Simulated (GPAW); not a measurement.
## How the form of the self-energy moves the gap of Ba2NF (R-3m)

Aim: compare treatments of exchange, screening and correlation for the gap of Ba2NF (R-3m).

Program: GPAW 26.7.0. Level of theory: LDA and many-body steps on it, plane waves. Results are calculated unless marked as measured.

### Step 1. Set-up

Symmetry: R-3m, No. 166, trigonal system. Conventional cell: a = 4.022 Å, b = 4.022 Å, c = 20.025 Å, α = 90.00°, β = 90.00°, γ = 120.00°. Nearest to Ba lie 3 N at 2.77 Å and 3 F at 2.95 Å. Nearest to N lie 6 Ba at 2.77 Å. Nearest to F lie 6 Ba at 2.95 Å. Farther neighbours and most contacts between anions are not listed.

As a file:

```cif
data_structure
_symmetry_space_group_name_H-M 'P 1'
_symmetry_Int_Tables_number 1
_cell_length_a 7.0674
_cell_length_b 7.0674
_cell_length_c 7.0674
_cell_angle_alpha 33.060
_cell_angle_beta 33.060
_cell_angle_gamma 33.060
_cell_volume 93.50
loop_
_atom_site_label
_atom_site_type_symbol
_atom_site_fract_x
_atom_site_fract_y
_atom_site_fract_z
_atom_site_occupancy
Ba1 Ba 0.75764 0.75764 0.75764 1
Ba2 Ba 0.24236 0.24236 0.24236 1
N3 N 0.50000 0.50000 0.50000 1
F4 F 0.00000 0.00000 0.00000 1
```

The cell and positions are those that the Materials Project relaxed with its own functionals (PBE, PBE+U or r2SCAN), kept fixed. Spin-orbit coupling is left out unless a step names it.

### Step 2. Empty states on the mesh, 4×4×4 mesh, 222 bands

This step: GPAW 26.7.0; DFT, LDA, plane waves, PAW.

The sums over transitions need many empty states on a uniform mesh; this step solves for them.

Contents of run.py:

```python
import json
import numpy as np
from gpaw.mpi import world
from gpaw import GPAW

calc = GPAW('gs.gpw').fixed_density(kpts={'size': (4, 4, 4), 'gamma': True},
    nbands=259,
    convergence={'bands': 222},
    txt='nscf.txt')
calc.write('full.gpw', mode='all')
res = {}
kpts = calc.get_ibz_k_points()
res['kpts'] = kpts
res['eigenvalues'] = [calc.get_eigenvalues(kpt=k) for k in range(len(kpts))]
res['n_electrons'] = calc.get_number_of_electrons()

if world.rank == 0:
    with open('result.json', 'w') as f:
        json.dump(res, f, default=lambda x: x.tolist())
```

Run with:

```console
$ mpirun -n 4 gpaw python run.py
```

Numbers of over 12 decimals in the logs are rounded to 6 here.

Output:

```text
Diagonalizing LCAO Hamiltonian
Converting LCAO to pw mode
convergence criteria:
- Maximum integral of absolute [eigenst]ate change: 4e-08 eV^2 / valence electron
maximum number of iterations: 100

SCF iterations
|iter     |     time |      energy | eigst |  dens |
|iter:   1|  |             | +4.50 |       |
|iter:   2|  |             | +3.33 |       |
|iter:   3|  |             | +2.24 |       |
[...]
|iter:  14|  |             | -6.75 |       |
|iter:  15|  |             | -7.22 |       |
|iter:  16|  |             | -7.50c|       |
SCF steps: 16
  __  _  _
 | _ |_)|_||  |
 |__||  | ||/\| - 26.7.0

Input parameters:
  mode=PW(ecut=600.0),
  convergence={'bands': 222},
  gpts=array([40, 40, 40]),
  kpts=MonkhorstPack(size=(4, 4, 4), gamma=True),
  maxiter=100,
  nbands=259,
  occupations=Occupations(name='fermi-dirac', width=0.001, fixmagmom=False),
  parallel={},
  xc=XC(name='LDA')
# Writing to full.gpw (mode='all')
  [... matrices ...]

timing:  # [seconds]
  Total: 0.088  # ━━━━━━━━━━━━━━━━━━━━━━━━━━━━━━━━━━━━━━━━━━━━━━━━━━━━━━━━━━━
```

Elapsed: 3.5 min, on 4 MPI ranks of Arm Neoverse V1, shared host; peak memory 1.3 GiB; 14 min of CPU time.

This step gave:

* gap: 0.9100 eV
* k of the valence top: 0.5, 0.5, 0
* k of the conduction bottom: 0.5, 0.5, 0
* least direct gap: 0.9100 eV
* k points computed: 13
* lowest point of the top converged band, above the valence top: 88.0037 eV

On this mesh the gap is 0.910 eV.

### Step 3. G0W0, Godby-Needs plasmon pole

G0W0 replaces the xc potential by the self-energy, built once from these orbitals. Only a window of levels is corrected, while the sums run over the empty bands that the input names.

This step: G0W0 on LDA, plane waves, PAW.

Contents of run.py:

```python
import json
import numpy as np
from gpaw.mpi import world
from gpaw.response.g0w0 import G0W0

gw = G0W0('full.gpw',
    filename='gw',
    kpts=[0, 10],
    bands=(14, 18),
    ecut=60,
    nbands=98,
    integrate_gamma='WS',
    ppa=True)
gw.calculate()
res = {mode: {k: v for k, v in r.items() if k != 'sigma_eskwn'}
       for mode, r in gw.all_results.items()}

if world.rank == 0:
    with open('result.json', 'w') as f:
        json.dump(res, f, default=lambda x: x.tolist())
```

Run with:

```console
$ mpirun -n 4 gpaw python run.py
```

Output:

```text
Using integrator: PointIntegrator
FrequencyGridDescriptor(from 0.000+0.000j to 0.000+27.211j eV, 2 points)
Nonperiodic BCs:  [False False False]
Using integrator: PointIntegrator
FrequencyGridDescriptor(from 0.000+0.000j to 0.000+27.211j eV, 2 points)
Nonperiodic BCs:  [False False False]
  ___  _ _ _
 |   || | | |
 | | || | | |
 |__ ||_____|
 |___|

BZ k-points: Symmetries present (total): 12

  [... matrices ...]
64 k-points: 4 x 4 x 4 Monkhorst-Pack grid + [1/8,1/8,1/8]
13 k-points in the irreducible part of the Brillouin zone
       k-points in crystal coordinates                weights
   0:     0.00000000    0.00000000    0.00000000          1/64
   1:     0.25000000    0.00000000   -0.25000000          6/64
   2:     0.25000000    0.00000000    0.00000000          6/64
   3:     0.25000000    0.25000000   -0.25000000          6/64
   4:     0.25000000    0.25000000    0.00000000          6/64
   5:     0.25000000    0.25000000    0.25000000          2/64
   6:     0.50000000    0.00000000    0.00000000          3/64
   7:     0.50000000    0.25000000   -0.25000000          6/64
   8:     0.50000000    0.25000000    0.00000000         12/64
   9:     0.50000000    0.25000000    0.25000000          6/64
          ...
  12:     0.50000000    0.50000000    0.50000000          1/64

Distributing spins, k-points and bands (1 x 2 x 4) over 4 processes
Number of blocks: 1

Quasi particle states:
k-points (IBZ indices): [0, 10]
Band range: (14, 18)
  [... matrices ...]
Computational parameters:
Plane wave cut-off: 60 eV
Number of bands: 98
Coulomb cutoff: None
Broadening: 0.1 eV

fxc modes: GW
Kernel: RPA
Using Godby-Needs plasmon-pole approximation:
  Fitting energy: i*E0, E0 = 1.000 Hartree
Summing all q:

Calculating screened Coulomb potential
No Coulomb truncation
FrequencyGridDescriptor(from 0.000+0.000j to 0.000+27.211j eV, 2 points)
Removing empty qpoint cache files...

Calculating chi0 body with:
    Ground state adapter containing:
    Number of spins: 1
    Number of kpoints: 64
    Number of irreducible kpoints: 13
    Number of completely occupied states: 16
    Number of partially occupied states: 16
    Occupied states memory: 15.625 M / cpu

    Linear response parametrization:
    q_c: [0.0, 0.0, 0.0]
    Number of frequency points: 2
    Planewave cutoff: 60.0
    Number of bands: 98
    Number of planewaves: 111
    Broadening (eta): 1e-06
    comm.size: 4
    kncomm.size: 4
    blockcomm.size: 1

    Memory estimate of potentially large arrays:
        chi0_wGG: 0.376007 M / cpu
Integrating chi0 body.

Symmetries of q_c:
    Direct symmetries (Uq -> q): 12
    Indirect symmetries (TUq -> q): 0
In total 12 allowed symmetries.

  [... matrices ...]
13 groups of equivalent kpoints. 79.6875% reduction.

Integral kind: response function
Integrating chi0 head and wings.

Symmetries of q_c:
    Direct symmetries (Uq -> q): 12
    Indirect symmetries (TUq -> q): 0
In total 12 allowed symmetries.

  [... matrices ...]
13 groups of equivalent kpoints. 79.6875% reduction.

Integral kind: response function wings

Calculating chi0 body with:
    Ground state adapter containing:
    Number of spins: 1
    Number of kpoints: 64
    Number of irreducible kpoints: 13
    Number of completely occupied states: 16
    Number of partially occupied states: 16
    Occupied states memory: 15.625 M / cpu

    Linear response parametrization:
[... the further q-points ...]

Results:
f:      Occupation numbers
eps:     KS-eigenvalues [eV]
vxc:     KS vxc [eV]
exx:     Exact exchange [eV]
sigma:   Self-energies [eV]
dsigma:  Self-energy derivatives
Z:       Renormalization factors
qp:      QP-energies [eV]

k-point 0 (0): (0.000, 0.000, 0.000)                GW
band       f     eps     vxc     exx   sigma  dsigma       Z      qp
                                                                   GW
  14   1.000   6.630 -15.514 -18.520   3.080  -0.311   0.763   6.687
  15   1.000   6.630 -15.514 -18.520   3.080  -0.311   0.763   6.687
  16   0.000   8.496 -10.729  -6.258  -3.535  -0.201   0.833   9.276
  17   0.000  10.354 -10.994  -5.752  -3.925  -0.207   0.829  11.445

k-point 1 (10): (0.500, 0.500, 0.000)                GW
band       f     eps     vxc     exx   sigma  dsigma       Z      qp
                                                                   GW
  14   1.000   6.862 -15.983 -18.927   3.066  -0.307   0.765   6.955
  15   1.000   6.999 -16.190 -19.053   2.975  -0.303   0.767   7.085
  16   0.000   7.909  -9.720  -5.183  -3.580  -0.202   0.832   8.705
  17   0.000  10.659 -13.955  -9.245  -3.204  -0.248   0.801  11.866
```

It took 4.7 min on 4 MPI ranks; peak memory 2.6 GiB; 19 min of CPU time.

This step gave:

* G0W0 gap on the points computed: 1.620 eV
* least direct G0W0 gap on the computed points: 1.620 eV
* Z at the valence top: 0.7673
* Z at the conduction bottom: 0.8317
* starting gap on the mesh: 0.9100 eV
* k of the valence top: 0.5, 0.5, 0
* k of the conduction bottom: 0.5, 0.5, 0

The gap on the mesh goes from 0.91 eV to 1.62 eV, a correction of +0.71 eV.

### Step 4. One-shot HSE06

This step: one-shot HSE06 levels on LDA orbitals, plane waves, PAW.

Contents of run.py:

```python
import json
import numpy as np
from gpaw.mpi import world
from gpaw.hybrids.eigenvalues import non_self_consistent_eigenvalues

dft, vxc, vxc_hyb = non_self_consistent_eigenvalues('full.gpw', 'HSE06', 14, 18, kpt_indices=[0, 10])
res = {'dft': dft[0], 'hybrid': (dft - vxc + vxc_hyb)[0]}
if world.rank == 0:
    with open('hybrid.txt', 'w') as f:
        for k, e0, e1 in zip([0, 10], res['dft'], res['hybrid']):
            print(k, ' '.join(f'{x:9.4f}' for x in e0), '|', ' '.join(f'{x:9.4f}' for x in e1), file=f)

if world.rank == 0:
    with open('result.json', 'w') as f:
        json.dump(res, f, default=lambda x: x.tolist())
```

Run with:

```console
$ mpirun -n 4 gpaw python run.py
```

Output:

```text
builder.py:213: UserWarning: The angles between your unit-cell vectors are 33.1, 33.1 and 33.1 degrees.  Results may be wrong!  Please Niggli-reduce your unit-cell so that the angles are closer to 90 degrees:

  from ase.build import niggli_reduce
  niggli_reduce(atoms)
  [... matrices ...]
  warnings.warn(
builder.py:213: UserWarning: The angles between your unit-cell vectors are 33.1, 33.1 and 33.1 degrees.  Results may be wrong!  Please Niggli-reduce your unit-cell so that the angles are closer to 90 degrees:

  from ase.build import niggli_reduce
  niggli_reduce(atoms)
  [... matrices ...]
  warnings.warn(
builder.py:213: UserWarning: The angles between your unit-cell vectors are 33.1, 33.1 and 33.1 degrees.  Results may be wrong!  Please Niggli-reduce your unit-cell so that the angles are closer to 90 degrees:

  from ase.build import niggli_reduce
  niggli_reduce(atoms)
  [... matrices ...]
  warnings.warn(
builder.py:213: UserWarning: The angles between your unit-cell vectors are 33.1, 33.1 and 33.1 degrees.  Results may be wrong!  Please Niggli-reduce your unit-cell so that the angles are closer to 90 degrees:

  from ase.build import niggli_reduce
  niggli_reduce(atoms)
  [... matrices ...]
  warnings.warn(
IBZ(<points: 13, symmetries: 12>)
Occupied bands: 16
Transforming wave functions from IBZ to BZ: 0.065 seconds
Distributing wave functions and iFFT-ing to real space: 2.546 seconds
Calculating eigenvalues:
  k-points: 2
  Bands: 14-17 (inclusive)
  Seconds: 3.155 (wave-function broadcasting: 0.014 seconds)
HSE06-eigenvalue shifts:
  min: -0.560 eV
  ave: 0.124 eV
  max: 0.901 eV
```

Elapsed: 9.6 s, on 4 MPI ranks; peak memory 2 GiB; 38 s of CPU time.

This step gave:

- starting gap on the mesh: 0.9100 eV
- hybrid gap on the mesh: 2.191 eV
- least direct hybrid gap on the computed points: 2.191 eV

### Step 5. G0W0, extrapolated in the cutoff

This step: G0W0 on LDA, plane waves, PAW.

Contents of run.py:

```python
import json
import numpy as np
from gpaw.mpi import world
from gpaw.response.g0w0 import G0W0

gw = G0W0('full.gpw',
    filename='gw',
    kpts=[0, 10],
    bands=(14, 18),
    ecut=100.0,
    integrate_gamma='WS',
    ppa=True,
    ecut_extrapolation=True)
gw.calculate()
res = {mode: {k: v for k, v in r.items() if k != 'sigma_eskwn'}
       for mode, r in gw.all_results.items()}

if world.rank == 0:
    with open('result.json', 'w') as f:
        json.dump(res, f, default=lambda x: x.tolist())
```

Run with:

```console
$ mpirun -n 4 gpaw python run.py
```

Output:

```text
Using integrator: PointIntegrator
FrequencyGridDescriptor(from 0.000+0.000j to 0.000+27.211j eV, 2 points)
Nonperiodic BCs:  [False False False]
Using integrator: PointIntegrator
FrequencyGridDescriptor(from 0.000+0.000j to 0.000+27.211j eV, 2 points)
Nonperiodic BCs:  [False False False]
  ___  _ _ _
 |   || | | |
 | | || | | |
 |__ ||_____|
 |___|

BZ k-points: Symmetries present (total): 12

  [... matrices ...]
64 k-points: 4 x 4 x 4 Monkhorst-Pack grid + [1/8,1/8,1/8]
13 k-points in the irreducible part of the Brillouin zone
       k-points in crystal coordinates                weights
   0:     0.00000000    0.00000000    0.00000000          1/64
   1:     0.25000000    0.00000000   -0.25000000          6/64
   2:     0.25000000    0.00000000    0.00000000          6/64
[...]
9:     0.50000000    0.25000000    0.25000000          6/64
          ...
  12:     0.50000000    0.50000000    0.50000000          1/64

Distributing spins, k-points and bands (1 x 2 x 4) over 4 processes
Number of blocks: 1

Quasi particle states:
k-points (IBZ indices): [0, 10]
Band range: (14, 18)
  [... matrices ...]
Computational parameters:
Extrapolating to infinite plane wave cut-off using points at:
  86.177 eV
  92.448 eV
  100.000 eV
Number of bands: 212
Coulomb cutoff: None
Broadening: 0.1 eV

fxc modes: GW
Kernel: RPA
Using Godby-Needs plasmon-pole approximation:
  Fitting energy: i*E0, E0 = 1.000 Hartree
Summing all q:

Calculating screened Coulomb potential
No Coulomb truncation
FrequencyGridDescriptor(from 0.000+0.000j to 0.000+27.211j eV, 2 points)
Removing empty qpoint cache files...

Calculating chi0 body with:
    Ground state adapter containing:
    Number of spins: 1
    Number of kpoints: 64
    Number of irreducible kpoints: 13
[...]
Integrating chi0 body.

Symmetries of q_c:
    Direct symmetries (Uq -> q): 12
    Indirect symmetries (TUq -> q): 0
In total 12 allowed symmetries.

  [... matrices ...]
13 groups of equivalent kpoints. 79.6875% reduction.

Integral kind: response function
Integrating chi0 head and wings.

Symmetries of q_c:
    Direct symmetries (Uq -> q): 12
    Indirect symmetries (TUq -> q): 0
In total 12 allowed symmetries.

  [... matrices ...]
13 groups of equivalent kpoints. 79.6875% reduction.

Integral kind: response function wings

Calculating chi0 body with:
    Ground state adapter containing:
    Number of spins: 1
    Number of kpoints: 64
    Number of irreducible kpoints: 13
    Number of completely occupied states: 16
    Number of partially occupied states: 16
    Occupied states memory: 15.625 M / cpu

    Linear response parametrization:
[... the further q-points ...]
Extrapolating selfenergy to infinite energy cutoff:
  Performing linear fit to 3 points
  Warning: Bad quality of linear fit for some (n,k).
           Higher cutoff might be necessary.
  Minimum R^2 = 0.2037. (R^2 Should be close to 1)
  [... matrices ...]
Results:
f:      Occupation numbers
eps:     KS-eigenvalues [eV]
vxc:     KS vxc [eV]
exx:     Exact exchange [eV]
sigma:   Self-energies [eV]
dsigma:  Self-energy derivatives
Z:       Renormalization factors
qp:      QP-energies [eV]

k-point 0 (0): (0.000, 0.000, 0.000)                GW
band       f     eps     vxc     exx   sigma  dsigma       Z      qp
                                                                   GW
  14   1.000   6.630 -15.514 -18.520   2.347  -0.358   0.737   6.145
  15   1.000   6.630 -15.514 -18.520   2.347  -0.358   0.737   6.145
  16   0.000   8.496 -10.729  -6.258  -3.783  -0.206   0.829   9.067
[...]
k-point 1 (10): (0.500, 0.500, 0.000)                GW
band       f     eps     vxc     exx   sigma  dsigma       Z      qp
                                                                   GW
[...]
16   0.000   7.909  -9.720  -5.183  -3.934  -0.206   0.829   8.409
  17   0.000  10.659 -13.955  -9.245  -3.795  -0.284   0.779  11.372
```

Wall time 11 min (4 MPI ranks); peak memory 2.8 GiB; 45 min of CPU time.

This step gave:

```yaml
quasiparticle_gap_on_the_points_computed: 1.901 eV
least_direct_quasiparticle_gap_on_the_computed_points: 1.901 eV
z_at_the_valence_top: 0.7466
z_at_the_conduction_bottom: 0.8294
starting_gap_on_the_mesh: 0.9100 eV
k_of_the_valence_top: 0.5, 0.5, 0
k_of_the_conduction_bottom: 0.5, 0.5, 0
gaps_at_the_cutoffs_of_the_extrapolation: 1.698, 1.718, 1.740 eV
```

Against G0W0 in GPAW (4×4×4 mesh, 98 bands, screening to 60 eV, Godby-Needs plasmon pole), the gap moves by +0.281 eV.

(Part 1 of 2 ends here.)

[Paths, hosts, dates, memory and timing lines, banners, echoed tables and standing remarks are left out of the program output.]

[Logs are printed without paths, hosts, clocks, repeated set-up lines and the standing remarks that a program may print on its own settings, such as how far it seeks lower states.]

[Runs of the session that timed out or met a known fault of the program may be left out.]

[Hosts, paths, dates, database ids (printed as entryN), source tags and the programs' standing remarks are cut or masked in the printed files.]
